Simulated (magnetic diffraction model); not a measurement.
# NiC2S2O2 below its ordering temperature

Space group P2_1/c (no. 14), a = 5.9090 Å, b = 5.7420 Å, c = 6.6540 Å, β = 119.94°.

| site | atom | x | y | z |
| --- | --- | --- | --- | --- |
| 2a | Ni | 0 | 0 | 0 |
| 4e | S | 0.2032 | 0.2999 | 0.3172 |
| 4e | O | 0.6525 | 0.2829 | 0.3796 |
| 4e | C | 0.4571 | 0.3687 | 0.4093 |

The compound is invented for this exercise: a known structure type with other elements, its cell scaled to their sizes and not relaxed.

Only Ni is taken to order (form factors of Ni2+); orders and moment sizes are assumed, and not adapted to the symmetry. Radiation: neutrons of λ = 2.567 Å, 3° to 65°; isotropic B of 0.49 Å² (Ni), 0.69 Å² (S), 0.9 Å² (O) and 0.87 Å² (C). The intensities are simulated: I ∝ L Σ (|F_N|² + |F_M⊥|²) for unpolarised neutrons, with F_M = 2.695 fm/μB × Σ f(s) S exp(2πi Q·r) exp(−B s²) at Q = H ± k (one set where k and −k are equivalent), only the part normal to Q counting and L = 1/(sin²θ cos θ). For collinear order S is the moment m, which repeats by lattice and centring translations R with the sign exp(−2πi k·R). Form factors are spin-only for 3d ions and dipole or tabulated for f ions, scattering lengths are Sears's of 1992, and absorption is left out. A label names one of the reflections at its angle. The strongest nuclear line in the range is 100, and lines under 0.2 are left out.

Above the ordering temperature:

```
2θ (°)     index      I
 29.03   (1 0 0)   10.6
 36.78   (0 1 1)  100.0
 39.25   (1 1 0)    0.5
 45.52  (1 0 -2)    2.6
 52.87   (0 0 2)   10.3
 53.07  (1 1 -2)   34.9
 53.11   (0 2 0)    2.1
 55.67   (1 1 1)    1.7
 56.87  (2 0 -2)    6.7
 58.59  (2 1 -1)   26.2
 59.76   (0 1 2)   59.7
 59.92   (0 2 1)   18.1
 60.17   (2 0 0)    8.7
 60.86  (1 2 -1)    3.9
 61.67   (1 2 0)   25.4
 63.48  (2 1 -2)    0.9
```

Below it (cell unchanged):

```tsv
2θ (°)	I
29.03	11.4
36.78	104.0
38.12	2.2
39.25	0.5
45.52	3.5
52.87	11.1
53.07	34.9
53.11	3.0
55.67	2.8
56.87	6.9
58.59	26.5
59.76	59.7
59.92	18.1
60.17	8.8
60.86	3.9
61.67	26.3
63.48	0.9
```

**Question.** Find the propagation vector, then choose among these models:
A. collinear moments along [001], 1.71 μB on Ni; signs + at (0, 0, 0), + at (0, 1/2, 1/2)
B. collinear moments along [001], 1.71 μB on Ni; signs + at (0, 0, 0), − at (0, 1/2, 1/2)
C. collinear moments along [100], 1.71 μB on Ni; signs + at (0, 0, 0), + at (0, 1/2, 1/2)
D. collinear moments along [100], 1.71 μB on Ni; signs + at (0, 0, 0), − at (0, 1/2, 1/2)

No line moves, and magnetic intensity falls on nuclear lines such as the one at 36.78°, so the magnetic cell equals the chemical primitive cell: k = 0.

Magnetic intensity, observed (below minus above) and for each model:

| 2θ (°) | index | observed | A | B | C | D |
| --- | --- | --- | --- | --- | --- | --- |
| 25.72 | (0 0 1) | <0.2 | <0.2 | 1.1 | <0.2 | 4.5 |
| 25.83 | (0 1 0) | <0.2 | <0.2 | 4.4 | <0.2 | 4.4 |
| 27.55 | (1 0 -1) | <0.2 | <0.2 | 1.3 | <0.2 | 0.7 |
| 29.03 | (1 0 0) | 0.9 | 3.4 | <0.2 | 0.9 | <0.2 |
| 36.78 | (0 1 1) | 4.0 | 2.5 | <0.2 | 4.0 | <0.2 |
| 38.12 | (1 1 -1) | 2.1 | 2.4 | <0.2 | 2.1 | <0.2 |
| 39.25 | (1 1 0) | <0.2 | <0.2 | 3.5 | <0.2 | 2.0 |
| 53.07 | (1 1 -2) | <0.2 | <0.2 | 0.4 | <0.2 | 1.3 |

Model C matches.

The absence at (0 0 1) is telling: the sublattices cancel there.

The structure used: k = (0 0 0), collinear moments along [100], 1.71 μB on Ni; signs + at (0, 0, 0), + at (0, 1/2, 1/2).

[Logs are printed without paths, hosts, clocks, repeated set-up lines and the standing remarks that a program may print on its own settings, such as how far it seeks lower states.]
